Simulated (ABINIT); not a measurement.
# KSrH3 (Pm-3m): from the cell to the phonon bands, part 4 of 4

How does KSrH3 (Pm-3m) vibrate, and is this structure a minimum?

ABINIT 10.8.3; DFT PBE, scalar-relativistic, plane waves, PseudoDojo norm-conserving pseudopotentials.

So far, lowest frequency on the path (cm⁻¹): step 11 (dispersion) -346. Also highest frequency (cm⁻¹): step 11 1278. The relaxed cell has a = 4.780 Å (conventional setting).

The structure was built from a prototype and need not be the compound's stable phase.

### Step 12. Density of states

Sums over the zone need many more wavevectors than were solved, so the interpolation is sampled on a dense mesh.

The input, anaddb.abi:

```
ddb_filepath "all_DDB"
output_file "anaddb.abo"
outdata_prefix "anaddb"
ifcflag 1
ngqpt 2 2 2
nqshft 1
q1shft 0.0 0.0 0.0
asr 1
chneut 1
dipdip 1
dipquad 0
quadquad 0
prtdos 2
ng2qpt 9 9 9
dosdeltae 4.5563e-06
ntemper 11
temperinc 100.0
tempermin 0.0
```

Started as:

```
> OMP_NUM_THREADS=1 anaddb anaddb.abi > anaddb.log
```

anaddb.abo, the main output file:

```text
-outvars_anaddb: echo values of input variables ----------------------

 Flags :
     ifcflag         1
 Miscellaneous information :
         asr         1
 Interatomic Force Constants Inputs :
      dipdip         1
     dipquad         0
    quadquad         0
      ifcana         0
      ifcout         0
 Description of grid 1 :
        brav         1
       ngqpt         2         2         2
      nqshft         1
      q1shft
                     0.00000000E+00  0.00000000E+00  0.00000000E+00
 Phonon DOS information :
   dosdeltae  4.55630000E-06
    dossmear  4.55633525E-06
 Description of grid 2 (Fourier interp. or BZ sampling):
      ng2qpt         9         9         9
      ngrids         4
      q2shft         0.00000000E+00  0.00000000E+00  0.00000000E+00

================================================================================

 read the DDB information and perform some checks

  ==== Info on the Cryst% object ====
 Real(R)+Recip(G) space primitive vectors, cartesian coordinates (Bohr,Bohr^-1):
 R(1)=  9.0332046  0.0000000  0.0000000  G(1)=  0.1107027  0.0000000  0.0000000
 R(2)=  0.0000000  9.0332046  0.0000000  G(2)=  0.0000000  0.1107027  0.0000000
 R(3)=  0.0000000  0.0000000  9.0332046  G(3)=  0.0000000  0.0000000  0.1107027
 Unit cell volume ucvol=  7.3709853E+02 bohr^3
 Angles (23,13,12)=  9.00000000E+01  9.00000000E+01  9.00000000E+01 degrees
 Time-reversal symmetry is present
 Reduced atomic positions [iatom, xred, symbol]:
    1)    0.0000000  0.0000000  0.0000000   K
    2)    0.5000000  0.5000000  0.5000000  Sr
    3)    0.5000000  0.5000000  0.0000000   H
    4)    0.5000000  0.0000000  0.5000000   H
    5)    0.0000000  0.5000000  0.5000000   H

 DDB file with 4 blocks has been read.

================================================================================

 Dielectric Tensor and Effective Charges

 anaddb : Zero the imaginary part of the Dynamical Matrix at Gamma,
   and impose the ASR on the effective charges

 The violation of the charge neutrality conditions
 by the effective charges is as follows :
    atom        electric field
 displacement     direction
       1               1       -0.005445        0.000000
       1               2        0.000000        0.000000
       1               3        0.000000        0.000000
       2               1        0.000000        0.000000
       2               2       -0.005445        0.000000
       2               3        0.000000        0.000000
       3               1        0.000000        0.000000
       3               2        0.000000        0.000000
       3               3       -0.005445        0.000000

 Effective charge tensors after
 imposition of the charge neutrality (if requested by user),
 and eventual restriction to some part :
   atom    displacement
         1         1    1.198278E+00    0.000000E+00    0.000000E+00
         1         2    0.000000E+00    1.198278E+00    0.000000E+00
         1         3    0.000000E+00    0.000000E+00    1.198278E+00
         2         1    1.759081E+00    0.000000E+00    0.000000E+00
         2         2    0.000000E+00    1.759081E+00    0.000000E+00
         2         3    0.000000E+00    0.000000E+00    1.759081E+00
         3         1   -9.037269E-01    0.000000E+00    0.000000E+00
         3         2    0.000000E+00   -9.037269E-01    0.000000E+00
         3         3    0.000000E+00    0.000000E+00   -1.149905E+00
         4         1   -9.037269E-01    0.000000E+00    0.000000E+00
         4         2    0.000000E+00   -1.149905E+00    0.000000E+00
         4         3    0.000000E+00    0.000000E+00   -9.037269E-01
         5         1   -1.149905E+00    0.000000E+00    0.000000E+00
         5         2    0.000000E+00   -9.037269E-01    0.000000E+00
         5         3    0.000000E+00    0.000000E+00   -9.037269E-01
 Now, the imaginary part of the dynamical matrix is zeroed

================================================================================

 Calculation of the interatomic forces

       Homogeneous q point set in the B.Z.
 Grid q points  :        8
  1)   0.00000000E+00  0.00000000E+00  0.00000000E+00
  2)   5.00000000E-01  0.00000000E+00  0.00000000E+00
  3)   0.00000000E+00  5.00000000E-01  0.00000000E+00
  4)   5.00000000E-01  5.00000000E-01  0.00000000E+00
  5)   0.00000000E+00  0.00000000E+00  5.00000000E-01
  6)   5.00000000E-01  0.00000000E+00  5.00000000E-01
  7)   0.00000000E+00  5.00000000E-01  5.00000000E-01
  8)   5.00000000E-01  5.00000000E-01  5.00000000E-01

 The interatomic forces have been obtained

================================================================================

 Calculation of phonon density of states

 Average speed of sound partial sums:     0.7911919658E-03 (at units)
-                                   =           1.7309 [km/s]

 Debye frequency from partial sums:     0.3413948834E-03 (Ha)
-                                 =     0.2246270425E+01 (THz)
-Debye temperature from partial sums:     0.1078039778E+03 (K)

 Average speed of sound:     0.4503427065E-04 (at units)
-                      =           0.0985 [km/s]

 Debye frequency from DOS:     0.1943203450E-04 (Ha)
-                        =     0.1278566449E+00 (THz)
-Debye temperature from DOS:     0.6136151176E+01 (K)

-
```

Elapsed: 2.1 s, on 1 thread of Arm Neoverse V2, shared host.

Read from the output:

- share of modes beyond 3i cm⁻¹ on the dense interpolated mesh: 0.2806

The phonon density of states has structure finer than the step of the table below, so its rows give means over 50 cm⁻¹, whole bins alone (the curve runs from -376 to 1307 cm⁻¹). Peaks (cm⁻¹: height): -78.6: 0.0328, -34.6: 0.0372, 75.4: 0.0300, 97.4: 0.0486, 141.4: 0.0341, 581.4: 0.0388, 1109.4: 0.0503.

Tetrahedra. The phonon density of states by wavenumber; means over each step:

| wavenumber (cm⁻¹) | phonon density of states (1/cm⁻¹/cell) |
| --- | --- |
| -350 | 0.00159 |
| -300 | 0.00699 |
| -250 | 0.00686 |
| -200 | 0.00712 |
| -150 | 0.00792 |
| -100 | 0.0205 |
| -50 | 0.0231 |
| 0 | 0.0161 |
| 50 | 0.0233 |
| 100 | 0.0280 |
| 150 | 0.0233 |
| 200 | 0.0109 |
| 250 | 0.00662 |
| 300 | 0.00903 |
| 350 | 0.00900 |
| 400 | 0.00800 |
| 450 | 0.00569 |
| 500 | 0.00406 |
| 550 | 0.00942 |
| 600 | 0.0115 |
| 650 | 0 |
| 700 | 0 |
| 750 | 0 |
| 800 | 0 |
| 850 | 0 |
| 900 | 0 |
| 950 | 0 |
| 1000 | 0 |
| 1050 | 0 |
| 1100 | 0.0294 |
| 1150 | 0.0102 |
| 1200 | 0.00553 |
| 1250 | 0.0142 |

### Step 13. What came out

```
space group after relaxation                                       : Pm-3m
volume per atom                                                    : 21.8 Å³
highest optical zone-centre mode (no LO-TO term)                   : 1101 cm⁻¹
lowest optical zone-centre mode                                    : -108.7 cm⁻¹
highest mode moved by the LO-TO term                               : 1193 cm⁻¹
mean high-frequency dielectric constant                            : 3.00
largest Born charge in size (third of the trace)                   : 1.76 e
q mesh                                                             : 2×2×2
lowest mode on the q mesh (acoustic ones at the zone centre apart) : -345.6 cm⁻¹
imaginary modes on the q mesh                                      : yes
```

What this shows: KSrH3 (Pm-3m) is unstable: a mode solved on the 2×2×2 mesh is imaginary, 346i cm⁻¹; its spectrum reaches 1278 cm⁻¹. At the PBE level the optical modes of KSrH3 (Pm-3m) at the zone centre (no LO-TO term) run from 109i to 1101 cm⁻¹, so the structure is a saddle point, with 6 modes beyond 10i cm⁻¹ there. Along the directions run, the highest mode that the macroscopic field moves lies at 1193 cm⁻¹. The most unstable solved mode lies at q = (0.5, 0.5, 0.5), on the zone boundary, so the distortion that it points to doubles the cell. These are harmonic frequencies at zero temperature: anharmonic shifts and linewidths and thermal expansion are left out. The structure is a hypothetical one, built on a prototype.

[Host names and launcher messages were left out of these logs when they were recorded.]

[Logs are printed without paths, hosts, clocks, repeated set-up lines and the standing remarks that a program may print on its own settings, such as how far it seeks lower states.]

[Hosts, paths, dates, database ids (printed as entryN), source tags and the programs' standing remarks are cut or masked in the printed files.]
